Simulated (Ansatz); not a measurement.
# Ca3CdO, from a guessed structure to a relaxed one, part 2 of 2

This structure for Ca3CdO is made up. Its elements were placed in a known structure type with a cell scaled to their sizes. What cell does the guess relax to, and how far off was it?

Ansatz 0.2.0; DFT, PBE, plane-wave PAW, files of the set soft_1, scalar-relativistic, no spin, cell and ions relaxed at zero pressure; PAW set soft_1 (the session's first sound run).

So far: Set-up; Relaxing cell and atoms.

## 2. Relaxing cell and atoms (continued)

Relaxation path:

```
step  energy less that of the first step (eV)  largest force component (eV/Å)  pressure (GPa)  volume (Å³)
   1                                   0.0000                          0.0000            4.56       108.33
   2                                  -0.1151                          0.0000           -0.72       119.52
   3                                  -0.1200                          0.0000           -0.09       117.86
   4                                  -0.1201                          0.0000            0.00       117.64
  5*                                  -0.1263                          0.0000            0.09       117.64
   6                                  -0.1263                          0.0000            0.00       117.87
  7*                                  -0.1264                          0.0000            0.00       117.87
```

Relaxation steps marked * repeat the geometry before them on a plane-wave basis chosen anew for their cell, so energy and pressure can jump there.

The run keeps the 48 symmetry operations that it works with, so distortions that break them were not tested.

```
conventional cell, symmetrised  before  after  change
                         a (Å)   4.767  4.903  +2.9 %
                         b (Å)   4.767  4.903  +2.9 %
                         c (Å)   4.767  4.903  +2.9 %
              volume (Å³/atom)   21.67  23.57  +8.8 %
```

Final coordinates:

```cif
data_structure
_symmetry_space_group_name_H-M 'P 1'
_symmetry_Int_Tables_number 1
_cell_length_a 4.9031
_cell_length_b 4.9031
_cell_length_c 4.9031
_cell_angle_alpha 90.000
_cell_angle_beta 90.000
_cell_angle_gamma 90.000
_cell_volume 117.87
loop_
_atom_site_label
_atom_site_type_symbol
_atom_site_fract_x
_atom_site_fract_y
_atom_site_fract_z
_atom_site_occupancy
Cd1 Cd 0.00000 0.00000 0.00000 1
Ca2 Ca 0.50000 0.50000 0.00000 1
Ca3 Ca 0.50000 0.00000 0.50000 1
Ca4 Ca 0.00000 0.50000 0.50000 1
O5 O 0.50000 0.50000 0.50000 1
```

Numbers from this step:

| Item | Value |
| --- | --- |
| free energy | -14276.5339 eV |
| energy at zero smearing | -14276.5151 eV |
| smearing term TS | 0.03756 eV |
| Fermi energy | 8.854 eV |
| electrons | 56 |
| symmetry operations | 48 |
| pressure | 0.002623 GPa |

Shortest distances by pair of elements, guess and relaxed (not always the same contact):

```
 pair  guess (Å)  relaxed (Å)
 Ca–O      2.384        2.452
Ca–Cd      3.371        3.467
Ca–Ca      3.371        3.467
 Cd–O      4.128        4.246
Cd–Cd      4.767        4.903
```

The relaxation ends with a pressure of 0.00 GPa.

## 3. Bands of the relaxed cell

With the geometry fixed, one more self-consistent run, with a narrower smearing and the mesh shown in its input, gives the bands, and its pressure, and its forces where symmetry allows any, show how far the geometry depends on these settings.

This step: DFT, PBE, plane-wave PAW, files of the set soft_1, scalar-relativistic, no spin, bands and density of states at the relaxed cell; PAW set soft_1 (Ansatz 0.2.0).

input.yaml

```yaml
crystal:
  lattice:
    - [4.9030588331, 0.0, 0.0]
    - [0.0, 4.9030588331, 0.0]
    - [0.0, 0.0, 4.9030588331]
  atoms:
    - { symbol: Cd, position: [0.0, 0.0, 0.0] }
    - { symbol: Ca, position: [0.5, 0.5, 0.0] }
    - { symbol: Ca, position: [0.5, 0.0, 0.5] }
    - { symbol: Ca, position: [0.0, 0.5, 0.5] }
    - { symbol: O, position: [0.5, 0.5, 0.5] }
kpoints:
  mp_grid: { grid: [6, 6, 6] }
  band_path:
    path:
      - [[0.0, 0.0, 0.0], [0.0, 0.5, 0.0], [0.5, 0.5, 0.0], [0.0, 0.0, 0.0], [0.5, 0.5, 0.5], [0.0, 0.5, 0.0]]
      - [[0.5, 0.5, 0.0], [0.5, 0.5, 0.5]]
    npoints: 13
scf:
  occupations: { method: fermi_dirac, width: 0.03 }
  n_extra_bands: 9
hamiltonian:
  xc: pbe
  pseudopotentials: { kind: paw, azcp: { folder: soft_1 } }
output:
  forces: true
  stress: true
  write_bands: true
  dos: { projected: true }
  write_density: true
  write_potential: true
  elf: true
  volumetric_format: npy
```

On the command line:

```sh
$ ansatz run input.yaml --threads 4 --pin off --max-ram 8192MiB --backend cpu --events-out ev --progress --plain --runs-dir out
```

Numbers of over 12 decimals in the logs are rounded to 6 here.

Output:

```text
[...]
Crystal: 5 atoms, lattice volume = 117.869 Å³
Basis set: ecut = 420 eV, 2325 PW (Γ), exchange–correlation on 72×72×72 points (8 copies of the dense FFT grid, shifted against one another)
Bands: 37, of which v1, the nominal top of the filled ones, is band 28 counted from 1 (27 counted from 0)
Symmetry: 48 space group operations
[...]
k-points: 20 of 216
[...]
SCF iter   1: F=—  HF=-14280.119586 eV  |F-HF|=—  |Δ(HF+E_count)|=         —  Δρ=1.22e-1  dr2=2.01e1  ethr=3.10e-3  ⟨swp⟩=8.1  Hψ=3528  notcnv=0
[...]
SCF iter  10: F=-14276.521660 eV  HF=-14276.521660 eV  |F-HF|=2.50e-9  |Δ(HF+E_count)|=   1.11e-7  Δρ=3.24e-6  dr2=1.31e-8  ethr=1.79e-10  ⟨swp⟩=14.7  Hψ=5127  notcnv=0
SCF 1 converged in 10 iterations: F = -14276.521660 eV  dr2 = 1.31e-8
[...]
NSCF: frozen V_eff on 80 k-points
SCF converged after 10 iterations
Free energy (F): -14276.521660 eV
[...]
Internal energy: -14276.507503 eV  (E = F + TS)
E sigma→0 (E₀):  -14276.514582 eV
Entropy (-TS):   -0.014157 eV (-2.831 meV/atom)
Fermi energy:    8.838599 eV
[...]
--- Stress (GPa, compression-positive) ---
       -0.000639       0.000000       0.000000
        0.000000      -0.000639       0.000000
        0.000000       0.000000      -0.000639
  P = ⅓ Tr σ = -0.0006 GPa (-0.006 kbar)
--- Band table (eV; the first three rows and the last of 20) ---
  k-point 0: bands = [... 24 lower, 5.0479, 5.0479, 9.3695, 9.3695, 9.9966, 9.9966, 9.9966, 10.6873, ... 5 higher]
  k-point 1: bands = [... 24 lower, 5.0238, 5.0238, 8.6547, 9.5544, 9.7223, 9.7223, 10.0597, 10.7209, ... 5 higher]
  k-point 2: bands = [... 24 lower, 4.9765, 4.9765, 7.3906, 9.4030, 9.4030, 10.0362, 10.2079, 11.0615, ... 5 higher]
  k-point 19: bands = [... 24 lower, 3.9817, 5.4844, 8.5843, 8.5843, 8.5843, 10.3043, 10.3043, 10.3043, ... 5 higher]
```

Wall time 2.1 s (4 threads of AMD EPYC 9R14 (Zen 4), shared host); peak memory 0.56 GiB.

This step gave:

* free energy: -14276.5217 eV
* energy at zero smearing: -14276.5146 eV
* smearing term TS: 0.01416 eV
* Fermi energy: 8.839 eV
* pressure: -6.39e-4 GPa

bands.tsv at the labelled points (eV, zero at the Fermi level; the bands that come nearest the Fermi level along the path):

| point | band 25 | band 26 | band 27 | band 28 | band 29 | band 30 | band 31 | band 32 |
| --- | --- | --- | --- | --- | --- | --- | --- | --- |
| Γ | -3.79 | -3.79 | 0.53 | 0.53 | 1.16 | 1.16 | 1.16 | 1.85 |
| X | -3.88 | -3.62 | -2.18 | 0.44 | 0.44 | 1.46 | 1.56 | 2.48 |
| M | -4.01 | -3.44 | -1.11 | -1.11 | 0.45 | 1.95 | 2.34 | 2.34 |
| Γ | -3.79 | -3.79 | 0.53 | 0.53 | 1.16 | 1.16 | 1.16 | 1.85 |
| R | -4.86 | -3.35 | -0.25 | -0.25 | -0.25 | 1.47 | 1.47 | 1.47 |
| X | -3.88 | -3.62 | -2.18 | 0.44 | 0.44 | 1.46 | 1.56 | 2.48 |
| M | -4.01 | -3.44 | -1.11 | -1.11 | 0.45 | 1.95 | 2.34 | 2.34 |
| R | -4.86 | -3.35 | -0.25 | -0.25 | -0.25 | 1.47 | 1.47 | 1.47 |

Counts of states for the cell as run, both spins, by energy window (eV from the Fermi level):

```csv
from,to,total
-8,-7,0.00
-7,-6,0.00
-6,-5,0.01
-5,-4,5.25
-4,-3,2.73
-3,-2,0.01
-2,-1,1.30
-1,0,2.60
0,1,2.13
1,2,3.66
2,3,6.32
```

Below -8 eV lie 44.0 more states.

Valence density in the ac plane at fractional y = 0.500, with atoms of Ca and O within 0.2 Å of it. It is the smooth field of the valence electrons, not physical close to the nuclei.

Values in e/Å³, 14 rows by 14 columns, each cell a mean:
```
0.1 0.1 0.1 0.1 0.4 2.0 4.6 5.4 3.5 1.0 0.2 0.1 0.1 0.1
0.1 0.1 0.1 0.1 0.2 0.8 2.0 2.4 1.4 0.4 0.1 0.1 0.1 0.1
0.1 0.1 0.1 0.1 0.1 0.2 0.4 0.5 0.3 0.1 0.1 0.1 0.1 0.1
0.2 0.1 0.1 0.1 0.1 0.2 0.2 0.3 0.2 0.1 0.1 0.1 0.1 0.2
1.2 0.7 0.2 0.1 0.2 0.4 0.7 0.8 0.6 0.2 0.1 0.1 0.4 1.0
4.3 2.6 0.8 0.2 0.3 1.0 2.9 3.7 2.0 0.6 0.2 0.3 1.4 3.5
6.3 4.1 1.3 0.3 0.4 1.7 5.4 7.0 3.7 0.8 0.3 0.5 2.4 5.4
5.5 3.5 1.1 0.2 0.3 1.4 4.2 5.4 2.9 0.7 0.2 0.4 2.0 4.6
2.5 1.4 0.4 0.1 0.2 0.6 1.4 1.7 1.0 0.4 0.2 0.2 0.8 2.0
0.4 0.3 0.1 0.1 0.1 0.2 0.3 0.4 0.3 0.2 0.1 0.1 0.2 0.4
0.1 0.1 0.1 0.1 0.1 0.1 0.2 0.3 0.2 0.1 0.1 0.1 0.1 0.1
0.1 0.1 0.1 0.1 0.1 0.4 1.1 1.3 0.8 0.2 0.1 0.1 0.1 0.1
0.1 0.1 0.1 0.1 0.3 1.4 3.5 4.1 2.6 0.7 0.1 0.1 0.1 0.1
0.1 0.1 0.1 0.1 0.4 2.5 5.5 6.3 4.3 1.2 0.2 0.1 0.1 0.1
```
Columns run along a (4.9 Å), rows up along c (4.9 Å). Atoms in or near the plane, at fractional coordinates: Ca at (0.50, 0.00), Ca at (0.00, 0.50), O at (0.50, 0.50).

Electrostatic potential energy in the ac plane at fractional y = 0.500, with atoms of Ca and O within 0.2 Å of it. With pseudopotentials it is smooth inside the atoms' cores, unlike the true potential.

Ten even steps from '0' (-58 eV) to '9' (12 eV), each cell a mean:
```
99998410268999
99998744589999
99999887889999
88999999999998
67899998999886
13789854699852
01689632489740
02689743599841
35799976899874
78899999999988
99999988899999
99998766789999
99998521378999
99997300168999
```
Columns run along a (4.9 Å; values clipped at the 3rd and 97th percentile), rows up along c (4.9 Å). Atoms in or near the plane, at fractional coordinates: Ca at (0.50, 0.00), Ca at (0.00, 0.50), O at (0.50, 0.50).

ELF in the ac plane at fractional y = 0.500, with atoms of Ca and O within 0.2 Å of it. It is the smooth field of the valence electrons, not physical close to the nuclei.

Ten even steps from '0' (0.04) to '9' (0.85), each cell a mean:
```
65203999971146
44201699830134
11000133200011
10000122210001
86103788851037
99604998982289
99715975882399
99715987982399
98304899971169
42001455430013
00000011000000
22100377610022
55202899960145
65204999981146
```
Columns run along a (4.9 Å), rows up along c (4.9 Å). Atoms in or near the plane, at fractional coordinates: Ca at (0.50, 0.00), Ca at (0.00, 0.50), O at (0.50, 0.50).

## 4. Results

| Quantity | Value |
| --- | --- |
| space group, relaxed | Pm-3m |
| conventional cell | a = 4.903, b = 4.903, c = 4.903 Å; α = 90.0°, β = 90.0°, γ = 90.0° |
| volume per atom | 23.57 Å³ (guess 21.67) |

Ca3CdO relaxes to Pm-3m with a = 4.903, b = 4.903 and c = 4.903 Å. The guessed volume was 8 % too small. The space group Pm-3m was held in the relaxation, so the end point is a stationary structure within it and may be a saddle against distortions or other arrangements. Bands cross the Fermi level, so it is a metal or semimetal at this level. On the 6×6×6 mesh with the narrower smearing (relaxed on 6×6×6) the forces vanish, as symmetry may demand, and the largest stress component is 0.001 GPa, within the relaxation's thresholds of 0.015 eV/Å and 0.05 GPa. The cutoff wasn't tested. No dispersion term is used, so weakly bound directions may come out too long. Nothing here tests whether the compound is stable against decomposition.

[Logs are printed without paths, hosts, clocks, repeated set-up lines and the standing remarks that a program may print on its own settings, such as how far it seeks lower states.]

[Hosts, paths, dates, database ids (printed as entryN), source tags and the programs' standing remarks are cut or masked in the printed files.]
